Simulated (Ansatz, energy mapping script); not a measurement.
# MnS in the rock-salt structure: J from the energies of magnetic orders, part 3 of 3

Aim: the exchange couplings of MnS in the rock-salt structure from the energies of a few collinear orders, and the ordering temperature that they give.

PBE with U = 4.4 eV on Mn d, ortho-atomic projectors; plane waves, U on orthogonalised atomic orbitals unless named otherwise, collinear spin, no spin–orbit coupling.

So far. Step 9 (Run 6 (uncompensated ++−; cell C, 6 atoms)): The run ends ferrimagnetic, 25.24 meV a magnetic atom below the parallel order of its cell. Step 10 (Run 7 (parallel; cell D, 6 atoms)): The run ends ferromagnetic. For each magnetic atom its energy differs from the parallel run of the first cell by 0.01 meV, an error that one common reference would have brought in.

### 11. Uncompensated ++− start in cell D (6 atoms)

This order reverses 6.67 of the 12 neighbours at 3.77 Å, 2.67 of the 6 neighbours at 5.33 Å and 8 of the 24 neighbours at 6.52 Å, counted for an average magnetic atom.

input.yaml

```yaml
crystal:
  lattice:
    - [0.0, -2.663168897, -2.663168897]
    - [-5.326337794, 0.0, 0.0]
    - [2.663168897, 5.326337794, -2.663168897]
  atoms:
    - { symbol: Mn, position: [0.666666667, 0.666666667, 0.333333333], spin: 4.5 }
    - { symbol: Mn, position: [0.333333333, 0.333333333, 0.666666667], spin: 4.5 }
    - { symbol: Mn, position: [0.0, 0.0, 0.0], spin: -4.5 }
    - { symbol: S, position: [0.666666667, 0.166666667, 0.333333333] }
    - { symbol: S, position: [0.333333333, 0.833333333, 0.666666667] }
    - { symbol: S, position: [0.0, 0.5, 0.0] }
magnetization:
  spin_polarized: true
kpoints:
  mp_grid: { grid: [7, 7, 7] }
hamiltonian:
  xc: pbe
  hubbard:
    sites:
      - { species: Mn, l: d, u_eff: 4.4 }
      - { site: 0, l: d, u_eff: 4.4, starting_ns: [{ spin: up, occupation_matrix: mn1_major }, { spin: down, occupation_matrix: mn1_minor }] }
      - { site: 1, l: d, u_eff: 4.4, starting_ns: [{ spin: up, occupation_matrix: mn1_major }, { spin: down, occupation_matrix: mn1_minor }] }
      - { site: 2, l: d, u_eff: 4.4, starting_ns: [{ spin: up, occupation_matrix: mn1_minor }, { spin: down, occupation_matrix: mn1_major }] }
    projectors: ortho-atomic
    occupation_matrices:
      mn1_major:
        matrix:
          - [0.994, 0.0, 0.0, 0.0, 0.0]
          - [0.0, 0.999, 0.0, 0.0, 0.0]
          - [0.0, 0.0, 0.999, 0.0, 0.0]
          - [0.0, 0.0, 0.0, 0.994, 0.0]
          - [0.0, 0.0, 0.0, 0.0, 0.999]
      mn1_minor:
        matrix:
          - [0.095, 0.0, 0.0, 0.0, 0.0]
          - [0.0, 0.021, 0.0, 0.0, 0.0]
          - [0.0, 0.0, 0.021, 0.0, 0.0]
          - [0.0, 0.0, 0.0, 0.095, 0.0]
          - [0.0, 0.0, 0.0, 0.0, 0.021]
scf:
  occupations: { method: fermi_dirac, width: 0.04 }
output:
  eigenvalues: true
```

Launch:

```console
ansatz run input.yaml --threads 4 --pin off --max-ram 8192MiB --backend cpu --events-out ev --progress --plain --runs-dir out
```

Numbers of over 12 decimals in the logs are rounded to 6 here.

Output:

```text
[...]
Crystal: 6 atoms, lattice volume = 113.331 Å³
Basis set: ecut = 420 eV, 2185 PW (Γ)
Bands: 46, of which v1, the nominal top of the filled ones, is band 32 counted from 1 (31 counted from 0)
Symmetry: 8 space group operations
[...]
k-points: 64 of 343
[...]
Starting moments: Σ|m| = 13.5 μB on 3 of 6 sites
[...]
k-point 1 ↑: bands = [... 28 lower, 5.9423, 6.7746, 7.4670, 7.8086, 7.9092, 8.1560, 11.1936, 11.6525, ... 10 higher]
  k-point 2 ↑: bands = [... 28 lower, 6.4072, 6.5301, 6.7158, 7.6386, 7.7951, 8.5449, 11.0341, 11.7396, ... 10 higher]
  k-point 63 ↓: bands = [... 28 lower, 8.1448, 11.9109, 11.9203, 12.1953, 12.3701, 12.4099, 12.4732, 12.5391, ... 10 higher]
Occupation matrices written to <dir>
[key lines of the parts left out:]
SCF converged after 14 iterations
Magnetization: 5.0000 μB (34.0000 up, 29.0000 down)
Free energy (F): -14403.203360 eV
Fermi energy:    9.685125 eV
```

The job ended after 18 s (4 threads of Arm Neoverse V1, shared host; peak memory 0.84 GiB).

The run ends ferrimagnetic, 22.66 meV a magnetic atom below the parallel order of its cell.

### 12. Mapping onto a Heisenberg model

Each energy difference is a sum of couplings weighted by the pairs that the order reverses. A few near shells are fitted to the differences by least squares. Energies are those extrapolated to zero occupation width, not the free energies F.

The orders side by side; each is measured from the parallel order in the same cell and on the same mesh:

```tsv
order	atoms	energy (meV a magnetic atom)	moments (μB)	moments kept as typed	opposed neighbours at 3.77, 5.33, 6.52 Å
parallel in cell A	4	0.00	4.57	yes	0, 0, 0
compensated +− in cell A	4	-31.57	4.50	yes	6, 6, 12
parallel in cell B	4	0.00	4.57	yes	0, 0, 0
compensated +− in cell B	4	-11.78	4.55	yes	8, 0, 16
parallel in cell C	6	0.00	4.57	yes	0, 0, 0
uncompensated ++− in cell C	6	-25.24	4.50 to 4.53	yes	4, 4, 12
parallel in cell D	6	0.00	4.57	yes	0, 0, 0
uncompensated ++− in cell D	6	-22.66	4.51 to 4.54	yes	6.67, 2.67, 8
```

Fitted to E = −Σ J e·e over ordered pairs of unit vectors (J > 0 favours parallel moments):

```tsv
pair	distance (Å)	neighbours	J (meV)
Mn–Mn	3.77	12	-0.706
Mn–Mn	5.33	6	-2.03
Mn–Mn	6.52	24	-0.0423
```

Adding the shell at 7.53 Å gives -0.38, -1.9, -0.18 and -0.35 meV and a mean-field temperature of 55.7 K, an exact solve that tests nothing.

In mean field these couplings order at 94.4 K, at q = (0.50, 0.50, 0.50) in fractions of the conventional cell's reciprocal vectors, and give a Curie–Weiss temperature of -168 K.

### 13. Finite temperature

Mean field ignores fluctuations and overstates the ordering temperature, so the model is also sampled. The heat capacity peaks where order sets in.

Classical unit spins with these couplings on 8×8×4 copies of a cell that holds the lowest order (512 spins), heat-bath sweeps, cooled from random directions, 1009 sweeps to settle and 3027 measured at each temperature, averaged over 4 runs.

```tsv
T (K)	order along the lowest pattern	net moment	heat capacity (k_B a spin)
11.3	0.47	0.01	1.08
19.4	0.40	0.01	1.09
31.4	0.34	0.01	1.17
39.5	0.37	0.01	1.29
47.5	0.35	0.02	1.42
59.6	0.28	0.02	1.80
63.6	0.25	0.02	1.86
67.6	0.22	0.02	1.92
75.7	0.16	0.02	1.14
83.7	0.12	0.02	0.69
95.8	0.09	0.02	0.37
104	0.08	0.02	0.28
```

The smoothed heat capacity peaks at 64.2 K. The order column follows one pattern alone; equivalent domains or another pattern share the rest.

### 14. Results

* lowest order tried: compensated +− in cell A
* largest fitted value, Mn–Mn at 5.33 Å: -2.03 meV
* ordering temperature, mean field: 94.4 K
* heat-capacity peak, Monte Carlo: 64.2 K

**Reading.** Of the orders tried, MnS in the rock-salt structure prefers the order “compensated +− in cell A” under PBE+U (4.4 eV), with 6 of 12 neighbours at 3.77 Å, 6 of 6 neighbours at 5.33 Å and 12 of 24 neighbours at 6.52 Å opposed. The largest fitted coupling is the Mn–Mn pair at 5.33 Å, antiferromagnetic at -2.0 meV, across a ligand at about 180°. It also takes up the part of reversed shells that are not fitted, so neither its size nor its rank as a single path is established. The orders also reverse pairs at 7.53 Å, which are not fitted, so the fitted values hold their part too. With 4 differences for 3 couplings the fit misses by 2.3 meV at most, which is not small: farther shells, terms beyond the Heisenberg form or the mesh can cause that. In the fitted orders moments change by up to 1.5 % against the parallel run of the same cell, so their size stays put. One more shell, at 7.53 Å, moves the mean-field temperature from 94.4 to 55.7 K, so the temperatures, and any agreement with experiment, hang on where the fit is cut. Monte Carlo puts the peak at 0.68 of the mean-field temperature, since mean field leaves out fluctuations. In tests on simple cubic and body-centred models such peaks lay 5 to 6 % under the bulk value. On cooling, the order along the one computed pattern stays at or under 0.47: the model settles in an equivalent domain, a degenerate mixture or another order. The parallel order holds 5 μB a magnetic atom, spin 2.5; the common factor (S+1)/S would raise the classical 64.2 K to 89.9 K, a correction that often overshoots. The classical value and the one scaled by (S+1)/S differ by a factor of 1.4, so closeness of either to the measured temperature is partly a matter of convention. The cell was built from a prototype and relaxed; a distortion that needs a larger cell, or another structure that the compound may prefer, is not captured.

Calculation against experiment:

```
                             quantity  measured  PBE (U 4.6 eV)  PBE+U (4.4 eV), Monte Carlo  PBE+U (4.4 eV), Monte Carlo × (S+1)/S
               lattice constant a (Å)     5.224  5.326 (+2.0 %)                            -                                      -
ordering temperature (spin model) (K)       150               -                 64 (-57.2 %)                           90 (-40.1 %)
```

Measured values from arxiv:1108.4537 (2011).

**Verdict.** The lattice constant a is off by +2.0 %. The ordering temperature is off by -57.2 % at PBE+U (4.4 eV), Monte Carlo: a clear miss. Of the levels listed, nearest comes PBE+U (4.4 eV), Monte Carlo × (S+1)/S (-40.1 %). A U picked for its result is no test. The grades are ours: good and fair within 0.7 and 1.5 % for the lattice constant a. For lattice constants the calculation has a static lattice, without zero-point motion or thermal expansion (measured at up to 300 K).

[Logs and program files are shortened in this print: banners, set-up blocks, solver, clock and traceback lines can be left out without a mark of their own.]

[Logs are printed without paths, hosts, clocks, repeated set-up lines and the standing remarks that a program may print on its own settings, such as how far it seeks lower states.]

[Hosts, paths, dates, database ids (printed as entryN), source tags and the programs' standing remarks are cut or masked in the printed files.]

[Where a cell is said to come from a database of computed structures, the database is the Materials Project.]
